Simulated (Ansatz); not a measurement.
In doubt: masses and optical values from hybrid runs of this build are listed as unsure (in some of the runs), which bears on the screening that GW takes from such a start.

Two G0W0 runs on Ga2S3 (Imm2).

The structure is orthorhombic, space group Imm2 (No. 44). The conventional cell has a = 3.673 Å, b = 11.141 Å, c = 5.346 Å, α = 90.00°, β = 90.00°, γ = 90.00°. Nearest to Ga lie 4 S at 2.20 to 2.32 Å. Nearest to S lie 3 Ga at 2.32 Å. Nearest to S lie 2 Ga at 2.20 Å. Farther neighbours and most contacts between anions are not listed.

```xyz
5
Lattice="-1.8363 5.5706 2.6731 1.8363 -5.5706 2.6731 1.8363 5.5706 -2.6731" Properties=species:S:1:pos:R:3 pbc="T T T"
Ga    0.0000    1.7721    0.0394
Ga    0.0000    9.3692    0.0394
S     0.0000    7.4173    1.2923
S     0.0000    3.7239    1.2923
S     0.0000    0.0000    1.3463
```

The cell and positions are those that the Materials Project relaxed with its own functionals (PBE, PBE+U or r2SCAN), kept fixed.

The first (Ansatz 0.2.0; start LDA, 6×6×6 mesh, 402 empty bands, screening to 138 eV, PAW set soft_1 files; 1 × NVIDIA H100 80GB HBM3 (shared by 6 runs) with 2 threads of AMD EPYC 7R13 (Zen 3), shared host) gave, on its mesh: starting gap 1.25 eV, G0W0 gap 2.65 eV, RPA ε∞ (mean) 6.07, 3.3 min.

The second gave: starting gap 2.60 eV, G0W0 gap 3.27 eV, RPA ε∞ (mean) 4.52, 9.4 min.

Q: What was changed in the input? Choose among start, files, mesh, bands and cutoff, frequency model or another key.

Changed: start from LDA to HSE06. A jump of this size in the start, with ε∞ moving the other way, marks another functional. Other changes could give like numbers; this is the one that was made.

Limits: not at the basis limit; no spin-orbit coupling.

[Paths, hosts, dates, memory and timing lines, banners, echoed tables and standing remarks are left out of the program output.]

[Logs are printed without paths, hosts, clocks, repeated set-up lines and the standing remarks that a program may print on its own settings, such as how far it seeks lower states.]

[Runs of the session that timed out or met a known fault of the program may be left out.]

[Cells called generated may have been cut or substituted from an entry of the Crystallography Open Database or the Materials Project.]

[Hosts, paths, dates, database ids (printed as entryN), source tags and the programs' standing remarks are cut or masked in the printed files.]
